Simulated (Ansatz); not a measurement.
# Direct or indirect: Li4NF (R-3m)

Space group R-3m:H (No. 166). a = 3.468 Å, b = 3.468 Å, c = 17.650 Å, α = 90.00°, β = 90.00°, γ = 120.00°
```json
{"atom": "F", "site": "3b", "symmetry": "-3m", "x": "0.3333", "y": "0.6667", "z": "0.1667"}
{"atom": "N", "site": "3a", "symmetry": "-3m", "x": "0.0000", "y": "0.0000", "z": "0.0000"}
{"atom": "Li", "site": "6c", "symmetry": "3m", "x": "0.3333", "y": "0.6667", "z": "0.0182"}
{"atom": "Li", "site": "6c", "symmetry": "3m", "x": "0.0000", "y": "0.0000", "z": "0.1085"}
```

Method: Ansatz, PBE, independent particles, without spin-orbit coupling, line width 0.15 eV (Gaussian). The band structure gives a fundamental gap of 0.78 eV. The spectrum of vertical transitions near the edge:

```json
{"E (eV)": "0.30", "Im ε, E ∥ xy": "0.00", "Im ε, E ∥ z": "0.00"}
{"E (eV)": "0.42", "Im ε, E ∥ xy": "0.00", "Im ε, E ∥ z": "0.00"}
{"E (eV)": "0.54", "Im ε, E ∥ xy": "0.01", "Im ε, E ∥ z": "0.00"}
{"E (eV)": "0.66", "Im ε, E ∥ xy": "0.13", "Im ε, E ∥ z": "0.00"}
{"E (eV)": "0.78", "Im ε, E ∥ xy": "0.58", "Im ε, E ∥ z": "0.00"}
{"E (eV)": "0.90", "Im ε, E ∥ xy": "1.18", "Im ε, E ∥ z": "0.01"}
{"E (eV)": "1.02", "Im ε, E ∥ xy": "1.46", "Im ε, E ∥ z": "0.04"}
{"E (eV)": "1.14", "Im ε, E ∥ xy": "1.49", "Im ε, E ∥ z": "0.07"}
{"E (eV)": "1.26", "Im ε, E ∥ xy": "1.43", "Im ε, E ∥ z": "0.11"}
{"E (eV)": "1.38", "Im ε, E ∥ xy": "1.33", "Im ε, E ∥ z": "0.16"}
{"E (eV)": "1.50", "Im ε, E ∥ xy": "1.22", "Im ε, E ∥ z": "0.22"}
{"E (eV)": "1.62", "Im ε, E ∥ xy": "1.11", "Im ε, E ∥ z": "0.29"}
{"E (eV)": "1.74", "Im ε, E ∥ xy": "0.98", "Im ε, E ∥ z": "0.37"}
{"E (eV)": "1.86", "Im ε, E ∥ xy": "0.86", "Im ε, E ∥ z": "0.45"}
{"E (eV)": "1.98", "Im ε, E ∥ xy": "0.76", "Im ε, E ∥ z": "0.52"}
```

(1) Is the gap direct or indirect, and about where do vertical transitions set in?

Answers

(1) Direct: the band path has its least direct gap at the fundamental one, 0.78 eV, and the curves rise from there. Lines are broadened by 0.15 eV, which spreads the edge.

Note: cells built here by substitution need not match a known phase.

[Logs are printed without paths, hosts, clocks, repeated set-up lines and the standing remarks that a program may print on its own settings, such as how far it seeks lower states.]
